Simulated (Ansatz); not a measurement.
# Ca wire cut from an fcc lattice along [110], 4 atoms a period: bands by functional and under strain, part 2 of 3

Wanted: the relaxed geometry and the bands of the Ca wire cut from an fcc lattice along [110], 4 atoms a period.

Ansatz 0.2.0; DFT PBE, plane waves, PAW; relaxation of a wire's period (the session's first sound run).

So far. Step 2 (The relaxed wire): The cell's length comes to 3.885 Å with spin left out.

### Step 3. Bands of the perfect wire

This step: DFT PBE, plane waves, PAW; channels and complex bands of a perfect wire (Ansatz 0.2.0).

At the relaxed period the Bloch states of the perfect wire are found at each energy: those that move forward count the open channels, and those that decay describe how a disturbance dies away inside the wire itself. An energy step of 0.035 eV is under the 0.039 eV that the program asks for its thermal average at 300 K.

input.yaml

```yaml
crystal:
  lattice:
    - [12.3, 0.0, 0.0]
    - [0.0, 10.689, 0.0]
    - [0.0, 0.0, 3.8848906164]
  atoms:
    - { symbol: Ca, position: [0.277227084, 0.5, 0.0] }
    - { symbol: Ca, position: [0.722772916, 0.5, 0.0] }
    - { symbol: Ca, position: [0.5, 0.329611132, 0.5] }
    - { symbol: Ca, position: [0.5, 0.670388868, 0.5] }
kpoints:
  mp_grid: { grid: [1, 1, 21] }
  band_path: { path: ["Γ", Z], npoints: 50 }
scf:
  occupations: { method: fermi_dirac, width: 0.05 }
hamiltonian:
  xc: pbe
output:
  transmission:
    e_range: [-2, 2]
    de: 0.035
    kmesh: [1, 1]
    reduced_basis: true
    leads: [[0, 0]]
  dos: { e_range: [-5, 4] }
  write_potential: true
  write_density: true
  volumetric_format: npy
  elf: true
```

Run with:

```bash
$ ansatz run input.yaml --threads 8 --pin off --max-ram 16384MiB --backend cpu --events-out ev --progress --plain --runs-dir out
```

Numbers of over 12 decimals in the logs are rounded to 6 here.

What it wrote:

```text
[...]
Crystal: 4 atoms, lattice volume = 510.765 Å³
Basis set: ecut = 420 eV, 10035 PW (Γ)
Bands: 24, of which v1, the nominal top of the filled ones, is band 20 counted from 1 (19 counted from 0)
Symmetry: 8 space group operations
[...]
k-points: 11 of 21
[...]
SCF iter   1: F=—  HF=-7264.621667 eV  |F-HF|=—  |Δ(HF+E_count)|=         —  Δρ=1.55e-3  dr2=1.35e-1  ethr=1.77e-3  ⟨swp⟩=11.1  Hψ=1639  notcnv=0
[...]
SCF iter   9: F=-7264.619423 eV  HF=-7264.619423 eV  |F-HF|=6.66e-8  |Δ(HF+E_count)|=   2.05e-7  Δρ=2.18e-6  dr2=7.44e-8  ethr=2.50e-10  ⟨swp⟩=4.4  Hψ=999  notcnv=0
SCF 1 converged in 9 iterations: F = -7264.619423 eV  dr2 = 7.44e-8
[...]
NSCF: frozen V_eff on 51 k-points
transmission: 5 of 30 steps passed
transmission: 10 of 30 steps passed
[...]
transmission: 30 of 30 steps passed
WARN: The output density's exchange-correlation potential varies sharply where the density is thin. Do not read a vacuum level from v_tot or v_xc, or from such a field of the output density. On a cell that repeats whose density bears no net charge and no dipole along the vacuum's axis use v_es (v_loc + v_h of the components); under efield.dipole_correction with no amplitude use v_es + v_field, which holds any externa [...]
SCF converged after 9 iterations
Free energy (F): -7264.619423 eV
[...]
Internal energy: -7264.566730 eV  (E = F + TS)
E sigma→0 (E₀):  -7264.593076 eV
Entropy (-TS):   -0.052693 eV (-13.173 meV/atom)
Fermi energy:    -0.012564 eV
[...]
--- Band table (eV; the first three rows and the last of 11) ---
  k-point 0: bands = [... 16 lower, -3.2484, -2.0392, -1.5706, -0.9420, -0.0725, 0.2590, 0.5341, 0.5514]
  k-point 1: bands = [... 16 lower, -3.2227, -2.0135, -1.5452, -0.9161, -0.0614, 0.2637, 0.5401, 0.5603]
  k-point 2: bands = [... 16 lower, -3.1460, -1.9371, -1.4698, -0.8396, -0.0285, 0.2774, 0.5529, 0.5843]
  k-point 10: bands = [... 16 lower, -1.1139, -0.7723, -0.1675, 0.0955, 0.1459, 0.5661, 0.5793, 0.6375]
--- Transmission ---
  basis      : 1159 plane waves across, 5 finite elements along
  points     : 1, standing for a mesh of 1 x 1
  filling    : by the input's occupations and mesh, since the crystals that have channels conduct as metals do. If one of these is a semiconductor, that mesh has misplaced its level
  energies   : 115 from -2.000000 to 1.990000 eV about the Fermi level, 0.035000 eV apart; the leads are filled to 0.000000 eV, and channels, transmission and decay are at -0.005000 eV
  crystal 0  : Ca4, at the sites [0, 0], period 3.8849 Å: whole cells are its period
    offset         : up to 0.0000 Å between an atom of the period and one for which it stands
    filled         : 0.3 meV over the level at which it is neutral
    channels       : 4.000000e0 a spin
    conductance    : 2.2410e14 S/m² at 300 K; may be off by some 0.0 % by where its bands' edges are placed, 0.0 % from the distance to neutral
```

Elapsed: 73 s, on 8 threads of Intel Xeon Platinum 8375C at 2.90GHz (Ice Lake), shared host; peak memory 2.6 GiB.

Reading the cycles: dr2 is the Hartree energy of the density residual (eV), the measure of convergence; HF is the Harris–Foulkes estimate of the energy, which meets the free energy F at convergence.

Numbers from this step:

```yaml
energy_at_zero_smearing: -7264.5931 eV
channels_at_the_energy_nearest_the_fermi_level_one_spin: 4
conductance_of_the_lead_as_this_run_defines_it: 3.803 G₀
band_gap: 0 eV
```

Open channels of the lead, one spin against energy, zero at the Fermi level:

energy (eV), open channels of the lead, one spin and a bar from the least value:
```
   -2.000       2.00 
   -1.790       2.00 
   -1.615       2.00 
   -1.405       3.00 ##########
   -1.195       3.00 ##########
   -0.985       3.00 ##########
   -0.810       4.00 ####################
   -0.600       4.00 ####################
   -0.390       4.00 ####################
   -0.215       4.00 ####################
   -0.005       4.00 ####################
    0.205       4.00 ####################
    0.415       5.00 ##############################
    0.590       5.00 ##############################
    0.800       2.00 
    1.010       3.00 ##########
    1.185       3.00 ##########
    1.395       2.00 
    1.605       3.00 ##########
    1.815       3.00 ##########
```

The slowest values at each energy, most degenerate partners merged, listed up to 1.5 1/Å. The Im kz of the slowest decaying states by energy, zero at the Fermi level:

```
energy (eV)  decay 1 (Å⁻¹)  decay 2 (Å⁻¹)  decay 3 (Å⁻¹)  decay 4 (Å⁻¹)
     -2.000          0.314          0.470          0.814          0.882
     -1.790          0.230          0.425          0.779          0.850
     -1.615          0.115          0.382          0.748          0.822
     -1.405          0.321          0.707          0.787          0.804
     -1.195          0.243          0.662          0.751          0.767
     -0.985          0.112          0.611          0.712          0.727
     -0.810          0.562          0.677          0.692          0.747
     -0.600          0.490          0.632          0.647          0.697
     -0.390          0.396          0.582          0.596          0.636
     -0.215          0.279          0.536          0.549          0.574
     -0.005         0.0263          0.472          0.472          0.483
      0.205         0.0355          0.268          0.392          0.401
      0.415         0.0914          0.272          0.278          0.443
      0.590         0.0633         0.0868          0.365          0.365
      0.800          0.108          0.188          0.190          0.201
      1.010          0.158          0.170          0.206          0.249
      1.185          0.172          0.211          0.257          0.266
      1.395          0.170          0.192          0.263          0.267
      1.605          0.154          0.159          0.193          0.215
      1.815          0.107          0.131          0.133          0.174
```

The electronic bands at the labelled points (eV, zero at the Fermi level):

```csv
point,band 17,band 18,band 19,band 20,band 21,band 22,band 23,band 24
Γ,-3.24,-2.03,-1.56,-0.93,-0.06,0.27,0.55,0.56
halfway,-2.56,-1.36,-0.91,-0.28,0.21,0.38,0.43,0.64
Z,-0.97,-0.88,-0.09,0.06,0.18,0.60,0.60,0.64
```

The electronic bands as a text plot (rows in eV):

```
    0.6 |**************************************  ****************
    0.4 |                       ****************************
    0.3 |*************************  *******      **** ******
    0.1 |                ***********       ******         *******
    0.0 |****************                ****  ****   ****     **
   -0.2 |                           *****         ****     ****
   -0.4 |                        ***           ***    *****
   -0.5 |                  ******          ****     ***  ***
   -0.7 |             *****             ***      ***        **
   -0.9 |*************              ****     ****             ***
   -1.0 |                       ****      ***                 ***
   -1.2 |                  *****       ***                  **
   -1.4 |            ******        ****                  ***
   -1.5 |************          ****                   ***
   -1.7 |                 *****                     **
   -1.8 |           ******                       ***
   -2.0 |***********                           **
   -2.2 |                                  ****
   -2.3 |                               ***
   -2.5 |                           ****
   -2.7 |                        ***
   -2.8 |                    ****
   -3.0 |              ******
   -3.2 |**************
         Γ                                                      Z
```

Valence density in the ca plane at fractional y = 0.500, with atoms of Ca within 0.2 Å of it. It is the smooth field of the valence electrons, not physical close to the nuclei.

Ten steps, logarithmic in the rise over the least value, from '0' (0.0 e/Å³) to '9' (6.5 e/Å³), each cell a mean:
```
00000000000000
00000000000000
00000000000000
00000000000000
43211000011134
88642111112478
99852111113689
87642111112468
43211111111233
11111111111111
11111111111111
11111111111111
11111111111111
11111111111111
11111111111111
65421111111245
98742111113589
99752111113689
77531111112367
22110000000112
00000000000000
00000000000000
00000000000000
00000000000000
```
Columns run along c (3.9 Å), rows up along a (12.3 Å). Atoms in or near the plane, at fractional coordinates: Ca at (0.00, 0.28), Ca at (0.00, 0.72).

ELF in the ca plane at fractional y = 0.500, with atoms of Ca within 0.2 Å of it. It is the smooth field of the valence electrons, not physical close to the nuclei.

Ten even steps from '0' (0.06) to '9' (0.85), each cell a mean:
```
11111112111111
33344455544433
22356788876432
00014799963100
54100489720024
99840168511599
99961157402899
99730267510489
32102577741012
22345666665322
66665544455666
66655433345666
66665433345666
55556555556555
00124677753210
65301478620146
99950157411699
99961158402799
98620279610379
11001699841001
00135899974200
33456777766543
22233333333222
01111111111111
```
Columns run along c (3.9 Å), rows up along a (12.3 Å). Atoms in or near the plane, at fractional coordinates: Ca at (0.00, 0.28), Ca at (0.00, 0.72).

Electrostatic potential energy in the ca plane at fractional y = 0.500, with atoms of Ca within 0.2 Å of it. With pseudopotentials it is smooth inside the atoms' cores, unlike the true potential.

Ten even steps from '_' (-58 eV) to '@' (3 eV), each cell a mean:
```
@@@@@@@@@@@@@@@@@@@@@@@@@@@@
@@@@@@@@@@@@@@@@@@@@@@@@@@@@
@@@@@@@@@@@@@@@@@@@@@@@@@@@@
@@@@@@@@@@@@@@@@@@@@@@@@@@@@
####%%%%@@@@@@@@@@@@@@%%%%##
..::++##%%@@@@@@@@@@%%**--..
____::**%%@@@@@@@@%%##++..__
..::++##%%@@@@@@@@@@%%##==::
####%%@@@@@@@@@@@@@@@@%%%%##
@@@@@@@@@@@@@@@@@@@@@@@@@@@@
@@@@@@@@@@@@@@@@@@@@@@@@@@@@
@@@@@@@@@@@@@@@@@@@@@@@@@@@@
@@@@@@@@@@@@@@@@@@@@@@@@@@@@
@@@@@@@@@@@@@@@@@@@@@@@@@@@@
@@@@@@@@@@@@@@@@@@@@@@@@@@@@
++**##%%@@@@@@@@@@@@@@%%##**
__..--**%%@@@@@@@@@@%%**::__
____--**%%@@@@@@@@@@%%++..__
--==**%%%%@@@@@@@@@@%%##++==
%%%%%%@@@@@@@@@@@@@@@@@@%%%%
@@@@@@@@@@@@@@@@@@@@@@@@@@@@
@@@@@@@@@@@@@@@@@@@@@@@@@@@@
@@@@@@@@@@@@@@@@@@@@@@@@@@@@
@@@@@@@@@@@@@@@@@@@@@@@@@@@@
```
Columns run along c (3.9 Å; values clipped at the 3rd and 97th percentile), rows up along a (12.3 Å). Atoms in or near the plane, at fractional coordinates: Ca at (0.00, 0.28), Ca at (0.00, 0.72).

By hand: the program gives 2.2410 × 10^14 S/m² over the cell's cross-section of 131.47 Å² = 1.315 × 10^-18 m², so one cell conducts 2.946 × 10^-4 S. Divided by G0 = 2e²/h = 7.748 × 10^-5 S this is 3.80 G0, a resistance of 3.39 kΩ.

At the computed energy nearest the Fermi level there are 4 channels a spin, and the thermal average gives 3.80 G₀.

### Step 4. Another level of theory, level LDA, cutoff 420 eV

This step: DFT LDA, plane waves, PAW; bands of a perfect wire at the PBE geometry (Ansatz 0.2.0).

The atoms stay at the PBE geometry and the functional changes. At fixed atoms LDA and the gradient-corrected functionals usually give like bands; this run checks that. Against the first PBE run of this kind, the mesh along the wire has 16 points against 21.

input.yaml, the sections that differ from step 3:

```yaml
kpoints:
  mp_grid: { grid: [1, 1, 16] }
  band_path: { path: ["Γ", Z], npoints: 50 }
hamiltonian:
  xc: lda
# crystal, scf: as in step 3
# output: removed
```

What it wrote:

```text
[...]
Crystal: 4 atoms, lattice volume = 510.765 Å³
Basis set: ecut = 420 eV, 10035 PW (Γ)
Bands: 24, of which v1, the nominal top of the filled ones, is band 20 counted from 1 (19 counted from 0)
Symmetry: 8 space group operations
[...]
k-points: 9 of 16
[...]
SCF iter   1: F=—  HF=-7087.196437 eV  |F-HF|=—  |Δ(HF+E_count)|=         —  Δρ=2.38e-3  dr2=1.40e-1  ethr=1.77e-3  ⟨swp⟩=11.7  Hψ=1365  notcnv=0
[...]
SCF iter   9: F=-7087.189922 eV  HF=-7087.189922 eV  |F-HF|=3.11e-9  |Δ(HF+E_count)|=   4.48e-9  Δρ=1.47e-6  dr2=2.55e-8  ethr=2.50e-10  ⟨swp⟩=5.8  Hψ=602  notcnv=0
SCF 1 converged in 9 iterations: F = -7087.189922 eV  dr2 = 2.55e-8
[...]
SCF converged after 9 iterations
Free energy (F): -7087.189922 eV
[...]
Internal energy: -7087.133595 eV  (E = F + TS)
E sigma→0 (E₀):  -7087.161759 eV
Entropy (-TS):   -0.056327 eV (-14.082 meV/atom)
Fermi energy:    -0.163953 eV
[...]
--- Band table (eV; the first three rows and the last of 9) ---
  k-point 0: bands = [... 16 lower, -3.3889, -2.1878, -1.7244, -1.0988, -0.2113, 0.1560, 0.3582, 0.3584]
  k-point 1: bands = [... 16 lower, -3.3444, -2.1432, -1.6802, -1.0535, -0.1929, 0.1623, 0.3662, 0.3728]
  k-point 2: bands = [... 16 lower, -3.2125, -2.0117, -1.5502, -0.9207, -0.1393, 0.1792, 0.3746, 0.4080]
  k-point 8: bands = [... 16 lower, -1.1472, -1.0295, -0.3026, -0.0979, -0.0204, 0.3980, 0.4209, 0.5057]
```

Elapsed: 2.5 s, on 8 threads; peak memory 0.98 GiB.

Numbers from this step:

```yaml
energy_at_zero_smearing: -7087.1618 eV
```

The electronic bands at the labelled points (eV, zero at the Fermi level):

```csv
point,band 17,band 18,band 19,band 20,band 21,band 22,band 23,band 24
Γ,-3.22,-2.02,-1.56,-0.93,-0.05,0.32,0.52,0.52
halfway,-2.54,-1.36,-0.91,-0.28,0.21,0.39,0.40,0.59
Z,-0.98,-0.87,-0.14,0.07,0.14,0.56,0.58,0.67
```

The electronic bands as a text plot (rows in eV):

```
    0.6 |      ****************************       ***************
    0.5 |**********      ************************************
    0.3 |**********************       ****       **********
    0.1 |                *************   ********          ******
    0.0 |****************                ****  ***    *****
   -0.2 |                           *****         ****      *****
   -0.4 |                        ***           ****  *******
   -0.5 |                    ****          ****     ***  ***
   -0.7 |             *******           ***      ***        **
   -0.9 |*************              ****     ****             ***
   -1.0 |                       ****      ***                 ***
   -1.2 |                  *****       ***                  **
   -1.3 |            ******        ****                  ***
   -1.5 |************          ****                   ***
   -1.7 |                 *****                     **
   -1.8 |           ******                       ***
   -2.0 |***********                           **
   -2.2 |                                  ****
   -2.3 |                               ***
   -2.5 |                           ****
   -2.7 |                        ***
   -2.8 |                    ****
   -3.0 |              ******
   -3.1 |**************
         Γ                                                      Z
```

Bands cross the Fermi level, as under PBE at the relaxed period.

### Step 5. Levels at the same atoms, level PBEsol, cutoff 420 eV

This step: DFT PBEsol, plane waves, PAW; bands of a perfect wire at the PBE geometry (Ansatz 0.2.0).

The atoms stay at the PBE geometry and the functional changes. At fixed atoms LDA and the gradient-corrected functionals usually give like bands; this run checks that. Against the first PBE run of this kind, the mesh along the wire has 16 points against 21.

input.yaml: that of step 4 with these lines changed.

```diff
@@ -16,2 +16,2 @@
 hamiltonian:
-  xc: lda
+  xc: pbesol
```

What it wrote:

```text
[...]
Crystal: 4 atoms, lattice volume = 510.765 Å³
Basis set: ecut = 420 eV, 10035 PW (Γ)
Bands: 24, of which v1, the nominal top of the filled ones, is band 20 counted from 1 (19 counted from 0)
Symmetry: 8 space group operations
[...]
k-points: 9 of 16
[...]
Fermi energy:    -0.061431 eV
[...]
--- Band table (eV; the first three rows and the last of 9) ---
  k-point 0: bands = [... 16 lower, -3.2919, -2.0851, -1.6147, -0.9895, -0.1251, 0.2119, 0.4806, 0.5027]
  k-point 1: bands = [... 16 lower, -3.2476, -2.0408, -1.5710, -0.9449, -0.1057, 0.2200, 0.4908, 0.5178]
  k-point 2: bands = [... 16 lower, -3.1161, -1.9101, -1.4420, -0.8143, -0.0491, 0.2427, 0.5057, 0.5552]
  k-point 8: bands = [... 16 lower, -1.0341, -0.9363, -0.1547, -0.0026, 0.1218, 0.5432, 0.5536, 0.5912]
[key lines of the parts left out:]
SCF converged after 10 iterations
Free energy (F): -7171.853846 eV
```

Elapsed: 2.6 s, on 8 threads; peak memory 1 GiB.

Bands cross the Fermi level, as under PBE at the relaxed period.

### Step 6. Levels at the same atoms, level r2SCAN, cutoff 500 eV

This step: DFT r2SCAN, plane waves, PAW; bands of a perfect wire at the PBE geometry (Ansatz 0.2.0).

The atoms stay at the PBE geometry and the functional changes. r2SCAN also reads the kinetic-energy density; it often gives larger moments and wider gaps than PBE, at a higher cost. Against the first PBE run of this kind, the cutoff is 500 eV against 420 and the mesh along the wire has 16 points against 21.

input.yaml: that of step 5 with these lines changed.

```diff
@@ -16,2 +16,2 @@
 hamiltonian:
-  xc: pbesol
+  xc: r2scan
```

What it wrote:

```text
[...]
Crystal: 4 atoms, lattice volume = 510.765 Å³
Basis set: ecut = 500 eV, 12905 PW (Γ), exchange–correlation on 360×320×120 points (64 copies of the dense FFT grid, shifted against one another)
Bands: 24, of which v1, the nominal top of the filled ones, is band 20 counted from 1 (19 counted from 0)
Symmetry: 8 space group operations
[...]
k-points: 9 of 16
[...]
Fermi energy:    -0.029280 eV
[...]
--- Band table (eV; the first three rows and the last of 9) ---
  k-point 0: bands = [... 16 lower, -3.4836, -2.1784, -1.6720, -1.0027, -0.1325, 0.1781, 0.6074, 0.6556]
  k-point 1: bands = [... 16 lower, -3.4366, -2.1318, -1.6260, -0.9567, -0.1094, 0.1906, 0.6207, 0.6735]
  k-point 2: bands = [... 16 lower, -3.2974, -1.9945, -1.4903, -0.8219, -0.0413, 0.2263, 0.6442, 0.7188]
  k-point 8: bands = [... 16 lower, -1.0313, -0.9940, -0.0092, -0.0011, 0.2737, 0.6167, 0.6981, 0.7097]
[key lines of the parts left out:]
SCF converged after 10 iterations
Free energy (F): -7283.615198 eV
```

It took 6 s on 8 threads; peak memory 1.9 GiB.

Electronic bands along the path, in eV, zero at the Fermi level:

| point | band 17 | band 18 | band 19 | band 20 | band 21 | band 22 | band 23 | band 24 |
| --- | --- | --- | --- | --- | --- | --- | --- | --- |
| Γ | -3.45 | -2.15 | -1.64 | -0.97 | -0.10 | 0.21 | 0.64 | 0.68 |
| halfway | -2.73 | -1.45 | -0.95 | -0.30 | 0.24 | 0.38 | 0.53 | 0.79 |
| Z | -1.00 | -0.96 | 0.02 | 0.03 | 0.30 | 0.65 | 0.73 | 0.74 |

The electronic bands as a text plot (rows in eV):

```
    0.7 |****************************************  **************
    0.5 |                       ********   *****************
    0.4 |                *******************     ***********  ***
    0.2 |****************     *********     *****         *****
    0.0 |      ***************            ********    ****    ***
   -0.2 |******                       ****        ****     ***
   -0.4 |                         ****          ***  ******
   -0.5 |                    *****          ****     **  ***
   -0.7 |              ******            ***      ***       **
   -0.9 |  ************             *****      ***            ***
   -1.1 |**                     ****       ****               ***
   -1.2 |                  *****        ***                 **
   -1.4 |            ******        *****                  **
   -1.6 |************           ***                   ****
   -1.8 |                 ******                    **
   -1.9 |           ******                       ***
   -2.1 |***********                           **
   -2.3 |                                  ****
   -2.5 |                               ***
   -2.7 |                           ****
   -2.8 |                        ***
   -3.0 |                    ****
   -3.2 |              ******
   -3.4 |**************
         Γ                                                      Z
```

Bands cross the Fermi level, as under PBE at the relaxed period.

(Part 2 of 3 ends here.)

[Logs are printed without paths, hosts, clocks, repeated set-up lines and the standing remarks that a program may print on its own settings, such as how far it seeks lower states.]

[Hosts, paths, dates, database ids (printed as entryN), source tags and the programs' standing remarks are cut or masked in the printed files.]
